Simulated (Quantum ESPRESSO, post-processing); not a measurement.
# Al(111), 5 layers: solver and mixing choices, part 3 of 3

Which eigensolver and mixing suits Al(111), 5 layers? The physics should not care; the clock does.

Quantum ESPRESSO 7.5; plane-wave DFT, PBE, SSSP efficiency pseudopotentials.

So far. Step 6 (Self-consistent run: david, local-TF mixing, beta 0.7 …): Counted from each run's own zero (the Fermi level), the vacuum level differs from the first run's by +3 meV. Step 7 (Ground state: david, local-TF mixing, beta 0.2, history …): Counted from each run's own zero (the Fermi level), the vacuum level differs from the first run's by +5 meV.

## 8. Self-consistent run: david, local-TF mixing, beta 0.4, history 4

Input file c6.in:

```
&control
  prefix = 'c6'
  outdir = './out'
  pseudo_dir = './pseudo'
  calculation = 'scf'
  tprnfor = .true.
/
&system
  ibrav = 0
  nat = 5
  ntyp = 1
  ecutwfc = 45
  ecutrho = 360
  occupations = 'smearing'
  smearing = 'mv'
  degauss = 0.02
  assume_isolated = 'esm'
  esm_bc = 'bc1'
/
&electrons
  conv_thr = 1e-07
  mixing_beta = 0.4
  electron_maxstep = 80
  mixing_mode = 'local-TF'
  diagonalization = 'david'
  mixing_ndim = 4
/
ATOMIC_SPECIES
  Al  26.9815  Al.pbe-n-kjpaw_psl.1.0.0.UPF
CELL_PARAMETERS angstrom
  2.86378246380552 0.00000000000000 0.00000000000000
  1.43189123190276 2.48010836456797 0.00000000000000
  0.00000000000000 0.00000000000000 25.35307436087194
ATOMIC_POSITIONS crystal
  Al  0.666666666700 0.666666666700 -0.184456413998
  Al  0.000000000000 0.000000000000 -0.092228206999
  Al  0.333333333300 0.333333333300 0.000000000000
  Al  0.666666666700 0.666666666700 0.092228206999
  Al  0.000000000000 0.000000000000 0.184456413998
K_POINTS automatic
  12 12 1 0 0 0
```

Started as:

```sh
OMP_NUM_THREADS=1 mpirun -n 4 pw.x -nk 4 -in c6.in > c6.out
```

The program printed:

```text
[banner, memory and clock lines left out]
Program PWSCF v.7.5 starts
[...]
Message from routine setup:
[...]
number of electrons       =        15.00
     number of Kohn-Sham states=           12
     kinetic-energy cutoff     =      45.0000  Ry
     charge density cutoff     =     360.0000  Ry
[...]
number of k points=    19  Marzari-Vanderbilt smearing, width (Ry)=  0.0200
[...]
Dense  grid:   140293 G-vectors     FFT dimensions: (  36,  36, 300)
[...]
negative rho (up, down):  5.043E-06 0.000E+00
     Starting wfcs are   20 randomized atomic wfcs
[...]
estimated scf accuracy    <       0.20480799 Ry
[...]
estimated scf accuracy    <       0.18647826 Ry
[...]
estimated scf accuracy    <       0.08978024 Ry
[...]
estimated scf accuracy    <       0.01251512 Ry
[...]
estimated scf accuracy    <       0.00549022 Ry
[...]
estimated scf accuracy    <       0.00548912 Ry
[...]
estimated scf accuracy    <       0.00543099 Ry
[...]
estimated scf accuracy    <       0.00876393 Ry
[...]
estimated scf accuracy    <       0.01072529 Ry
[...]
negative rho (up, down):  7.094E-03 0.000E+00
[...]
estimated scf accuracy    <       0.01041828 Ry
[...]
negative rho (up, down):  4.002E-03 0.000E+00
[...]
estimated scf accuracy    <       0.00033448 Ry
[...]
negative rho (up, down):  2.471E-03 0.000E+00
[...]
estimated scf accuracy    <       0.00014499 Ry
[...]
negative rho (up, down):  1.190E-03 0.000E+00
[...]
estimated scf accuracy    <       0.00005063 Ry
[...]
negative rho (up, down):  5.701E-04 0.000E+00
[...]
estimated scf accuracy    <       0.00002019 Ry
[...]
negative rho (up, down):  3.110E-04 0.000E+00
[...]
estimated scf accuracy    <       0.00000842 Ry
[...]
negative rho (up, down):  3.106E-04 0.000E+00
[...]
estimated scf accuracy    <       0.00000219 Ry
[...]
negative rho (up, down):  1.602E-04 0.000E+00
[...]
estimated scf accuracy    <       0.00000072 Ry
[...]
negative rho (up, down):  9.266E-05 0.000E+00
[...]
estimated scf accuracy    <       0.00000016 Ry
[...]
negative rho (up, down):  2.834E-06 0.000E+00
[...]
the Fermi energy is    -4.1054 ev
!    total energy              =    -197.46092752 Ry
[...]
estimated scf accuracy    <       0.00000004 Ry
     smearing contrib. (-TS)   =      -0.00037624 Ry
     internal energy E=F+TS    =    -197.46055128 Ry
[...]
one-electron contribution =     833.19874118 Ry
     hartree contribution      =    -415.29169506 Ry
     xc contribution           =     -12.77094857 Ry
     ewald contribution        =    -429.20544930 Ry
[...]
convergence has been achieved in  19 iterations
     negative rho (up, down):  2.834E-06 0.000E+00
[...]
Total force =     0.005334     Total SCF correction =     0.000041
[...]
```

It took 36 s on 4 MPI ranks of Arm Neoverse V2, shared host; peak memory 0.81 GiB.

This step gave:

* Fermi energy: -4.105 eV
* vacuum line at the lower end of the cell, over the Fermi level: 4.105 eV
* vacuum line at the upper end of the cell, over the Fermi level: 4.105 eV

The program's own clock; routines nest. Time by routine:

| routine | wall time (s) | calls |
| --- | --- | --- |
| PWSCF | 35.51 | 1 |
| electrons | 33.69 | 1 |
| c_bands | 16.53 | 19 |
| cegterg | 12.75 | 95 |
| h_psi | 10.05 | 941 |
| fftw | 7.85 | 10098 |
| vloc_psi | 7.66 | 941 |
| PAW_pot | 5.19 | 20 |
| sum_band | 3.75 | 19 |
| mix_rho | 3.58 | 19 |
| v_of_rho | 2.77 | 20 |
| newd | 2.18 | 20 |
| ffts | 2.08 | 1435 |
| calbec | 1.42 | 1056 |

Counted from each run's own zero (the Fermi level), the vacuum level differs from the first run's by +1 meV.

## 9. SCF with pw.x: cg, local-TF mixing, beta 0.4, history 8

c7.in is the input of step 8 with these lines changed:

```diff
@@ -1,3 +1,3 @@
 &control
-  prefix = 'c6'
+  prefix = 'c7'
   outdir = './out'
@@ -24,4 +24,4 @@
   mixing_mode = 'local-TF'
-  diagonalization = 'david'
-  mixing_ndim = 4
+  diagonalization = 'cg'
+  mixing_ndim = 8
 /
```

Started as:

```sh
OMP_NUM_THREADS=1 mpirun -n 4 pw.x -nk 4 -in c7.in > c7.out
```

The program printed:

```text
[banner, memory and clock lines left out]
Program PWSCF v.7.5 starts
[...]
Message from routine setup:
[...]
number of electrons       =        15.00
     number of Kohn-Sham states=           12
     kinetic-energy cutoff     =      45.0000  Ry
     charge density cutoff     =     360.0000  Ry
[...]
number of k points=    19  Marzari-Vanderbilt smearing, width (Ry)=  0.0200
[...]
Dense  grid:   140293 G-vectors     FFT dimensions: (  36,  36, 300)
[...]
negative rho (up, down):  5.043E-06 0.000E+00
     Starting wfcs are   20 randomized atomic wfcs
[...]
estimated scf accuracy    <       0.24527270 Ry
[...]
estimated scf accuracy    <       0.24021720 Ry
[...]
estimated scf accuracy    <       0.11444194 Ry
[...]
estimated scf accuracy    <       0.01288835 Ry
[...]
estimated scf accuracy    <       0.01337505 Ry
[...]
estimated scf accuracy    <       0.00349145 Ry
[...]
negative rho (up, down):  2.355E-03 0.000E+00
[...]
estimated scf accuracy    <       0.00494759 Ry
[...]
negative rho (up, down):  5.526E-03 0.000E+00
[...]
estimated scf accuracy    <       0.00298928 Ry
[...]
negative rho (up, down):  5.699E-03 0.000E+00
[...]
estimated scf accuracy    <       0.00109165 Ry
[...]
negative rho (up, down):  1.886E-03 0.000E+00
[...]
estimated scf accuracy    <       0.00058602 Ry
[...]
negative rho (up, down):  4.859E-04 0.000E+00
[...]
estimated scf accuracy    <       0.00005514 Ry
[...]
negative rho (up, down):  9.727E-05 0.000E+00
[...]
estimated scf accuracy    <       0.00000366 Ry
[...]
negative rho (up, down):  3.269E-05 0.000E+00
[...]
estimated scf accuracy    <       0.00000475 Ry
[...]
negative rho (up, down):  7.881E-07 0.000E+00
[...]
estimated scf accuracy    <       0.00000183 Ry
[...]
negative rho (up, down):  7.621E-06 0.000E+00
[...]
estimated scf accuracy    <       0.00000034 Ry
[...]
negative rho (up, down):  2.869E-06 0.000E+00
[...]
the Fermi energy is    -4.1086 ev
!    total energy              =    -197.46092757 Ry
[...]
estimated scf accuracy    <       0.00000002 Ry
     smearing contrib. (-TS)   =      -0.00037566 Ry
     internal energy E=F+TS    =    -197.46055191 Ry
[...]
one-electron contribution =     833.19660373 Ry
     hartree contribution      =    -415.28956912 Ry
     xc contribution           =     -12.77093999 Ry
     ewald contribution        =    -429.20544930 Ry
[...]
convergence has been achieved in  16 iterations
     negative rho (up, down):  2.869E-06 0.000E+00
[...]
Total force =     0.005367     Total SCF correction =     0.000211
[...]
```

Elapsed: 32 s, on 4 MPI ranks; peak memory 0.84 GiB; 2.1 min of CPU time.

This step gave:

```
Fermi energy                                                   : -4.109 eV
vacuum line at the lower end of the cell, over the Fermi level : 4.109 eV
vacuum line at the upper end of the cell, over the Fermi level : 4.109 eV
```

The program's own clock; routines nest. Time by routine:

| routine | wall time (s) | calls |
| --- | --- | --- |
| PWSCF | 31.51 | 1 |
| electrons | 29.74 | 1 |
| c_bands | 15.56 | 16 |
| ccgdiagg | 12.13 | 80 |
| h_psi | 9.96 | 2811 |
| hs_1psi | 9.18 | 2731 |
| fftw | 6.69 | 8422 |
| vloc_psi | 6.57 | 2811 |
| PAW_pot | 4 | 17 |
| sum_band | 3.18 | 16 |
| mix_rho | 3.11 | 16 |
| s_psi | 2.8 | 5542 |
| calbec | 2.79 | 5642 |
| s_1psi | 2.46 | 2731 |

Counted from each run's own zero (the Fermi level), the vacuum level differs from the first run's by +4 meV.

## 10. Self-consistent run: ppcg, local-TF mixing, beta 0.4, history 8

c8.in is the input of step 9 with these lines changed:

```diff
@@ -1,3 +1,3 @@
 &control
-  prefix = 'c7'
+  prefix = 'c8'
   outdir = './out'
@@ -24,3 +24,3 @@
   mixing_mode = 'local-TF'
-  diagonalization = 'cg'
+  diagonalization = 'ppcg'
   mixing_ndim = 8
```

Started as:

```sh
OMP_NUM_THREADS=1 mpirun -n 4 pw.x -nk 4 -in c8.in > c8.out
```

The program printed:

```text
[banner, memory and clock lines left out]
Program PWSCF v.7.5 starts

          URL

 %%%%%%%%%%%%%%%%%%%%%%%%%%%%%%%%%%%%%%%%%%%%%%%%%%%%%%%%%%%%%%%%%%%%%%%%%%%%%%
     Error in routine iosys (1):
     PPCG diagonalization not supported anymore (Dec. 2024)
 %%%%%%%%%%%%%%%%%%%%%%%%%%%%%%%%%%%%%%%%%%%%%%%%%%%%%%%%%%%%%%%%%%%%%%%%%%%%%%

     stopping ...
[the rest left out]
```

Run time: 0.5 s. Hardware: 4 MPI ranks; peak memory 0.09 GiB.

The program refused the input before any cycle.

The fault put into the input: an eigensolver that this release has dropped (electrons.diagonalization = "ppcg").

The message: “iosys (1): PPCG diagonalization not supported anymore (Dec. 2024)”. This release no longer has that solver; david, paro or rmm-davidson serve.

## 11. SCF with pw.x: paro, local-TF mixing, beta 0.4, history 8

c9.in is the input of step 10 with these lines changed:

```diff
@@ -1,3 +1,3 @@
 &control
-  prefix = 'c8'
+  prefix = 'c9'
   outdir = './out'
@@ -24,3 +24,3 @@
   mixing_mode = 'local-TF'
-  diagonalization = 'ppcg'
+  diagonalization = 'paro'
   mixing_ndim = 8
```

Started as:

```sh
OMP_NUM_THREADS=1 mpirun -n 4 pw.x -nk 4 -in c9.in > c9.out
```

The program printed:

```text
[banner, memory and clock lines left out]
Program PWSCF v.7.5 starts
[...]
Message from routine setup:
[...]
number of electrons       =        15.00
     number of Kohn-Sham states=           12
     kinetic-energy cutoff     =      45.0000  Ry
     charge density cutoff     =     360.0000  Ry
[...]
number of k points=    19  Marzari-Vanderbilt smearing, width (Ry)=  0.0200
[...]
Dense  grid:   140293 G-vectors     FFT dimensions: (  36,  36, 300)
[...]
negative rho (up, down):  5.043E-06 0.000E+00
     Starting wfcs are   20 randomized atomic wfcs
[...]
estimated scf accuracy    <       0.34758748 Ry
[...]
estimated scf accuracy    <       0.21547594 Ry
[...]
estimated scf accuracy    <       0.01154119 Ry
[...]
negative rho (up, down):  8.892E-08 0.000E+00
[...]
estimated scf accuracy    <       0.01146452 Ry
[...]
estimated scf accuracy    <       0.01753518 Ry
[...]
estimated scf accuracy    <       0.00814256 Ry
[...]
estimated scf accuracy    <       0.00377894 Ry
[...]
negative rho (up, down):  4.290E-03 0.000E+00
[...]
estimated scf accuracy    <       0.00241925 Ry
[...]
negative rho (up, down):  4.490E-03 0.000E+00
[...]
estimated scf accuracy    <       0.00068056 Ry
[...]
negative rho (up, down):  2.857E-04 0.000E+00
[...]
estimated scf accuracy    <       0.00007956 Ry
[...]
negative rho (up, down):  1.266E-04 0.000E+00
[...]
estimated scf accuracy    <       0.00000733 Ry
[...]
negative rho (up, down):  1.303E-05 0.000E+00
[...]
estimated scf accuracy    <       0.00000827 Ry
[...]
negative rho (up, down):  1.336E-05 0.000E+00
[...]
estimated scf accuracy    <       0.00000111 Ry
[...]
negative rho (up, down):  5.490E-06 0.000E+00
[...]
estimated scf accuracy    <       0.00000015 Ry
[...]
negative rho (up, down):  1.288E-06 0.000E+00
[...]
estimated scf accuracy    <       0.00000015 Ry
[...]
negative rho (up, down):  2.865E-06 0.000E+00
[...]
the Fermi energy is    -4.1093 ev
!    total energy              =    -197.46092755 Ry
[...]
estimated scf accuracy    <       0.00000004 Ry
     smearing contrib. (-TS)   =      -0.00037569 Ry
     internal energy E=F+TS    =    -197.46055186 Ry
[...]
one-electron contribution =     833.19401525 Ry
     hartree contribution      =    -415.28696964 Ry
     xc contribution           =     -12.77095138 Ry
     ewald contribution        =    -429.20544930 Ry
[...]
convergence has been achieved in  16 iterations
     negative rho (up, down):  2.865E-06 0.000E+00
[...]
Total force =     0.005335     Total SCF correction =     0.000300
[...]
```

Run time: 61 s. Hardware: 4 MPI ranks; peak memory 0.86 GiB.

The program's own clock; routines nest. Time by routine:

| routine | wall time (s) | calls |
| --- | --- | --- |
| PWSCF | 60.19 | 1 |
| electrons | 58.41 | 1 |
| c_bands | 44.04 | 16 |
| paro_k | 36.59 | 80 |
| h_psi | 27.57 | 3086 |
| vloc_psi | 20.41 | 3086 |
| fftw | 19.38 | 24800 |
| PAW_pot | 4 | 17 |
| calbec | 3.71 | 3186 |
| add_vuspsi | 3.57 | 3086 |
| h_psi:calbec | 3.48 | 3086 |
| s_psi | 3.44 | 3086 |
| mix_rho | 3.34 | 16 |
| sum_band | 3.18 | 16 |

Counted from each run's own zero (the Fermi level), the vacuum level differs from the first run's by +4 meV.

## 12. Ground state: rmm-davidson, local-TF mixing, beta 0.4, history 8

c10.in is the input of step 11 with these lines changed:

```diff
@@ -1,3 +1,3 @@
 &control
-  prefix = 'c9'
+  prefix = 'c10'
   outdir = './out'
@@ -24,3 +24,3 @@
   mixing_mode = 'local-TF'
-  diagonalization = 'paro'
+  diagonalization = 'rmm-davidson'
   mixing_ndim = 8
```

Started as:

```sh
OMP_NUM_THREADS=1 mpirun -n 4 pw.x -nk 4 -in c10.in > c10.out
```

The program printed:

```text
[banner, memory and clock lines left out]
Program PWSCF v.7.5 starts
[...]
Message from routine setup:
[...]
number of electrons       =        15.00
     number of Kohn-Sham states=           12
     kinetic-energy cutoff     =      45.0000  Ry
     charge density cutoff     =     360.0000  Ry
[...]
number of k points=    19  Marzari-Vanderbilt smearing, width (Ry)=  0.0200
[...]
Dense  grid:   140293 G-vectors     FFT dimensions: (  36,  36, 300)
[...]
negative rho (up, down):  5.043E-06 0.000E+00
     Starting wfcs are   20 randomized atomic wfcs
[...]
estimated scf accuracy    <       0.20480799 Ry
[...]
estimated scf accuracy    <       0.18647826 Ry
[...]
estimated scf accuracy    <       0.10593274 Ry
[...]
estimated scf accuracy    <       0.05149234 Ry
[...]
estimated scf accuracy    <       0.02223382 Ry
[...]
estimated scf accuracy    <       0.00626154 Ry
[...]
estimated scf accuracy    <       0.00627741 Ry
[...]
estimated scf accuracy    <       0.00527623 Ry
[...]
negative rho (up, down):  4.214E-03 0.000E+00
[...]
estimated scf accuracy    <       0.00282984 Ry
[...]
negative rho (up, down):  4.031E-03 0.000E+00
[...]
estimated scf accuracy    <       0.00299594 Ry
[...]
negative rho (up, down):  1.213E-03 0.000E+00
[...]
estimated scf accuracy    <       0.00103206 Ry
[...]
negative rho (up, down):  4.200E-04 0.000E+00
[...]
estimated scf accuracy    <       0.00012215 Ry
[...]
negative rho (up, down):  7.505E-05 0.000E+00
[...]
estimated scf accuracy    <       0.00005087 Ry
[...]
negative rho (up, down):  6.988E-06 0.000E+00
[...]
estimated scf accuracy    <       0.00000817 Ry
[...]
negative rho (up, down):  1.927E-06 0.000E+00
[...]
estimated scf accuracy    <       0.00000039 Ry
[...]
negative rho (up, down):  3.259E-06 0.000E+00
[...]
estimated scf accuracy    <       0.00000062 Ry
[...]
negative rho (up, down):  6.193E-06 0.000E+00
[...]
estimated scf accuracy    <       0.00000170 Ry
[...]
negative rho (up, down):  2.588E-05 0.000E+00
[...]
estimated scf accuracy    <       0.00000038 Ry
[...]
negative rho (up, down):  1.096E-05 0.000E+00
[...]
estimated scf accuracy    <       0.00000023 Ry
[...]
negative rho (up, down):  2.865E-06 0.000E+00
[...]
the Fermi energy is    -4.1084 ev
!    total energy              =    -197.46092757 Ry
[...]
estimated scf accuracy    <       0.00000002 Ry
     smearing contrib. (-TS)   =      -0.00037576 Ry
     internal energy E=F+TS    =    -197.46055181 Ry
[...]
one-electron contribution =     833.20087755 Ry
     hartree contribution      =    -415.29384869 Ry
     xc contribution           =     -12.77093732 Ry
     ewald contribution        =    -429.20544930 Ry
[...]
convergence has been achieved in  20 iterations
     negative rho (up, down):  2.865E-06 0.000E+00
[...]
Total force =     0.005302     Total SCF correction =     0.000202
[...]
```

Run time: 32 s. Hardware: 4 MPI ranks; peak memory 0.86 GiB.

This step gave:

| Property | Result |
| --- | --- |
| Fermi energy | -4.108 eV |
| vacuum line at the lower end of the cell, over the Fermi level | 4.108 eV |
| vacuum line at the upper end of the cell, over the Fermi level | 4.108 eV |

The program's own clock; routines nest. Time by routine:

| routine | wall time (s) | calls |
| --- | --- | --- |
| PWSCF | 31.03 | 1 |
| electrons | 29.27 | 1 |
| c_bands | 11.63 | 20 |
| h_psi | 8.05 | 616 |
| fftw | 6.59 | 8426 |
| vloc_psi | 6.22 | 616 |
| PAW_pot | 4.88 | 21 |
| sum_band | 4 | 20 |
| mix_rho | 3.87 | 20 |
| crmmdiagg | 3.81 | 70 |
| v_of_rho | 2.88 | 21 |
| wfcrot | 2.37 | 75 |
| newd | 2.32 | 21 |
| ffts | 2.25 | 1564 |

Counted from each run's own zero (the Fermi level), the vacuum level differs from the first run's by +4 meV.

## 13. The series side by side

All levels:

| level | vacuum level over the Fermi level (eV) | its change from the first (meV) | energy from the first (meV an atom) | SCF iterations | wall time (s) | peak memory (GiB) | CPU time (s) |
| --- | --- | --- | --- | --- | --- | --- | --- |
| david, local-TF mixing, beta 0.4, history 8 | 4.105 | 0 | 0 | 28 | 48.8 | 0.85 | 194.8 |
| david, plain mixing, beta 0.4, history 8 | 4.109 | 4.4 | -5.71e-4 | 32 | 54.48 | 0.83 | 217.6 |
| david, plain mixing, beta 0.7, history 8 | 4.109 | 4.1 | -1.09e-4 | 28 | 48.74 | 0.85 | 194.5 |
| david, TF mixing, beta 0.4, history 8 | 4.111 | 5.9 | -4.35e-4 | 36 | 51.05 | 0.85 | 203.8 |
| david, local-TF mixing, beta 0.7, history 8 | 4.108 | 3 | -2.18e-4 | 15 | 31.31 | 0.62 | 124.8 |
| david, local-TF mixing, beta 0.2, history 8 | 4.11 | 5.1 | -4.08e-4 | 32 | 57.35 | 0.85 | 229 |
| david, local-TF mixing, beta 0.4, history 4 | 4.105 | 0.6 | -5.17e-4 | 19 | 36.06 | 0.81 | 143.8 |
| cg, local-TF mixing, beta 0.4, history 8 | 4.109 | 3.8 | -6.53e-4 | 16 | 32.06 | 0.84 | 127.9 |
| paro, local-TF mixing, beta 0.4, history 8 | 4.109 | 4.5 | -5.99e-4 | 16 | 60.74 | 0.86 | 242.5 |
| rmm-davidson, local-TF mixing, beta 0.4, history 8 | 4.108 | 3.6 | -6.53e-4 | 20 | 31.58 | 0.86 | 125.9 |

## 14. Results

* fastest: david, local-TF mixing, beta 0.7, history 8: 31 s, 15 iterations
* slowest that converged: paro, local-TF mixing, beta 0.4, history 8: 61 s, 16 iterations
* fewest iterations: david, local-TF mixing, beta 0.7, history 8: 15
* largest change of the vacuum level: 6 meV

The fastest choice is david, local-TF mixing, beta 0.7, history 8: 31 s, 15 iterations. The converged runs took 15 to 36 iterations and agree within 6 meV in the vacuum level; counts also move with the parallel layout and the random start, so differences of a few iterations rank nothing. Refused or stopped by an error: ppcg, local-TF mixing, beta 0.4, history 8. The times come from a shared host and are rough. Peak memory is sampled during the run and can miss the peak. The geometry is as built, not relaxed.

[Logs are printed without paths, hosts, clocks, repeated set-up lines and the standing remarks that a program may print on its own settings, such as how far it seeks lower states.]

[Hosts, paths, dates, database ids (printed as entryN), source tags and the programs' standing remarks are cut or masked in the printed files.]

[Maps of the electrostatic potential energy from Ansatz leave out the sawtooth potential of an applied field or a dipole correction, so their vacuum need not be flat; planar profiles and work functions include it.]
